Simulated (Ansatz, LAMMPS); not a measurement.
# Amorphous Zn20Hg10Se19S11 (60 atoms) under strain: runs compared

How stiff is amorphous Zn20Hg10Se19S11 (60 atoms)?

Computed with Ansatz 0.2.0: Kohn-Sham DFT, PBE, PAW (set soft_1), plane waves.

## 1. The cell as built

The cell holds 60 atoms: 20 Zn, 10 Hg, 19 Se and 11 S. Its edges and angles: a = 11.236 Å, b = 11.236 Å, c = 11.236 Å, α = 90.0°, β = 90.0°, γ = 90.0°. 60 atoms (20 Zn, 10 Hg, 19 Se, 11 S) placed at random at 6.05 g/cm³, melted at 2500 K for 10 ps at fixed volume with the Stillinger-Weber II-VI potential (Zhou et al., Phys. Rev. B 88, 085309 (2013)). Quenched from 2500 K to 500 K at 100 K/ps and fixed volume, held 5 ps.

What the set-up can't give: The quench rate of 100 K/ps is many orders above laboratory rates, so the cell is likely richer in defects and strain than a real sample. The network of bonds at the start is that of the classical potential that made the cell, and needn't be the one that DFT or experiment would give. The Brillouin zone is sampled at Γ only. No spin–orbit coupling is included, so levels derived from the heavy atoms are approximate.

## 2. The reference run

The reference is a single point at the end of the relaxation.

Every strained cell starts from the geometry of this run, and its atoms are relaxed with the cell held.

Its input, with most atom lines left out:

```yaml
crystal:
  lattice:
    - [12.55909, 0.41635, -0.2775]
    - [0.41635, 10.35135, 0.11212]
    - [-0.2775, 0.11212, 12.4623]
  atoms:
    - { symbol: Zn, position: [0.66845, 0.01613, 0.48581] }
    - { symbol: Zn, position: [0.9779, 0.65164, 0.52916] }
    - { symbol: Zn, position: [0.34818, 0.99771, 0.30464] }
    - { symbol: Zn, position: [0.43256, 0.94571, 0.51665] }
    - { symbol: Zn, position: [0.48831, 0.85574, 0.74208] }
    - { symbol: Zn, position: [0.52428, 0.229, 0.88262] }
    - { symbol: Zn, position: [0.20659, 0.92002, 0.58317] }
    [... atom lines 8 to 60 left out ...]
kpoints:
  mp_grid: { grid: [1, 1, 1] }
hamiltonian:
  xc: pbe
  pseudopotentials: { kind: paw, azcp: { folder: soft_1 } }
scf:
  occupations: { method: gaussian, width: 0.05 }
output:
  forces: true
  stress: true
  populations: true
  dos:
    method: { smearing: { sigma: 0.08 } }
    de: 0.1
    projected: { site_lists: { Hg: [Hg], S: [S], Se: [Se], Zn: [Zn] } }
  eigenvalues: true
  write_density: true
  write_potential: true
  volumetric_format: npy
  elf: true
```

| Property | Result |
| --- | --- |
| free energy per atom | -5306.5786 eV/atom |
| r.m.s. force component | 0.00784 eV/Å |
| pressure | 0.002292 GPa |

Filled and empty levels are parted by 1.20 eV (at Γ alone); a semilocal functional tends to put such gaps too low. In a disordered cell it changes from sample to sample, and tail or defect levels can set it.

## 3. The runs

Each row is one run, on 4 threads of Arm Neoverse V2, shared host. The free energy is the program's total, comparable only between runs with the same functional, potentials and atoms.

```tsv
run	atoms	outcome	ionic steps, all passes	free energy (eV)	time	host memory (GiB)
Single point at the start	60	converged	-	-318381.194	30 s	2.1
Cell and atoms relaxed	60	converged	59	-318394.715	23 min	2.4
Single point at the relaxed geometry	60	converged	-	-318394.715	49 s	2.4
Volume -3 %	60	converged	3	-318394.605	80 s	2.4
Volume +3 %	60	converged	5	-318394.636	2.3 min	2.5
Volume -6 %	60	converged	16	-318394.401	6.7 min	2.4
Volume +6 %	60	cut at the time limit	13	-318394.613	6.1 min	2.6
Volume -10 %	60	cut at the time limit	6	-318393.488	2.5 min	2.3
```

In some runs the program notes that the SCF threshold is loose for the stress.

## 4. Pressure against volume

Atoms are relaxed at each volume, in the scaled cell.

```tsv
volume change (%)	volume (Å³/atom)	energy change (meV/atom)	pressure (GPa)	largest move on relaxing (Å)	bonds	gap (eV)
-6	25.333	5.23	1.49	0.78	100	1.19
-3	26.142	1.82	0.75	0.10	102	1.21
+0	26.950	0.00	0.00	-	101	1.20
+3	27.759	1.31	-0.52	0.20	101	1.20
```

## 5. What came out

The bulk modulus, from the slope of pressure against ln V over the three points nearest the relaxed volume, is 21.1 GPa; between neighbouring points the slope runs 24, 24 and 18 GPa from the smallest volume up, without a steady fall, so no pressure derivative is given. The count of bonds runs from 100 to 102 over the series, so at some points contacts cross the cutoffs. At -6 % some atom moved by over 0.5 Å on relaxing, so that point may sit in another local minimum. The gap goes from 1.19 eV at the smallest volume to 1.20 eV at the largest, not monotonically (lowest 1.19, highest 1.21 eV), on the run's k-points.

Caveats: Strains are finite and relaxations stop at the force tolerance of the input, which can leave moduli too stiff; they are those of a static cell at zero temperature. Volumes are changed with the cell's shape held, so in an anisotropic solid the modulus lies over the one under free hydrostatic load. The program notes that the SCF threshold of the relaxations is loose for the stress.

The DFT runs together took 44 min of wall time.

[Logs are printed without paths, hosts, clocks, repeated set-up lines and the standing remarks that a program may print on its own settings, such as how far it seeks lower states.]

[Hosts, paths, dates, database ids (printed as entryN), source tags and the programs' standing remarks are cut or masked in the printed files.]
